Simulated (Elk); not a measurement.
An input for Elk 11.2.3 (patched build) (CsCaH3 (Pm-3m)):

```
tasks
  185
  186
  187

xctype
  3

rgkmax
  8.5

gmaxvr
  18.0

lmaxapw
  10

lmaxo
  8

nxlo
  2

lorbcnd
  .true.

autolinengy
  .true.

tshift
  .false.

ngridk
  4 4 4

vkloff
  0.05 0.15 0.25

nempty
  10

swidth
  0.00551

scissor
  0.07241

gmaxrf
  2.5

wplot
  275 100 0
  0.0 0.5063

optcomp
  1 1
  2 2
  3 3

nvbse
  4

ncbse
  4

bsefull
  .true.

sppath
  './'

avec
  8.7327759110 0.0000000000 0.0000000000
  0.0000000000 8.7327759110 0.0000000000
  0.0000000000 0.0000000000 8.7327759110

atoms
  3
  'Cs.in'
  1
  0.0000000000 0.0000000000 0.0000000000
  'Ca.in'
  1
  0.5000000000 0.5000000000 0.5000000000
  'H.in'
  3
  0.5000000000 0.0000000000 0.5000000000
  0.0000000000 0.5000000000 0.5000000000
  0.5000000000 0.5000000000 0.0000000000
```

```sh
OMP_NUM_THREADS=4 elk > log
```

How long will it take on 4 threads of Arm Neoverse V2, shared host, and how much memory?

It took 6.8 min; on shared hardware allow 3.4 min to 14 min. Peak host memory was 0.54 GiB.

The kernel grows as the square of the matrix size, and full diagonalisation as its cube.

[Paths, hosts, dates, memory and timing lines, banners, echoed tables and standing remarks are left out of the program output.]

[Logs are printed without paths, hosts, clocks, repeated set-up lines and the standing remarks that a program may print on its own settings, such as how far it seeks lower states.]

[Runs of the session that timed out or met a known fault of the program may be left out.]

[Hosts, paths, dates, database ids (printed as entryN), source tags and the programs' standing remarks are cut or masked in the printed files.]
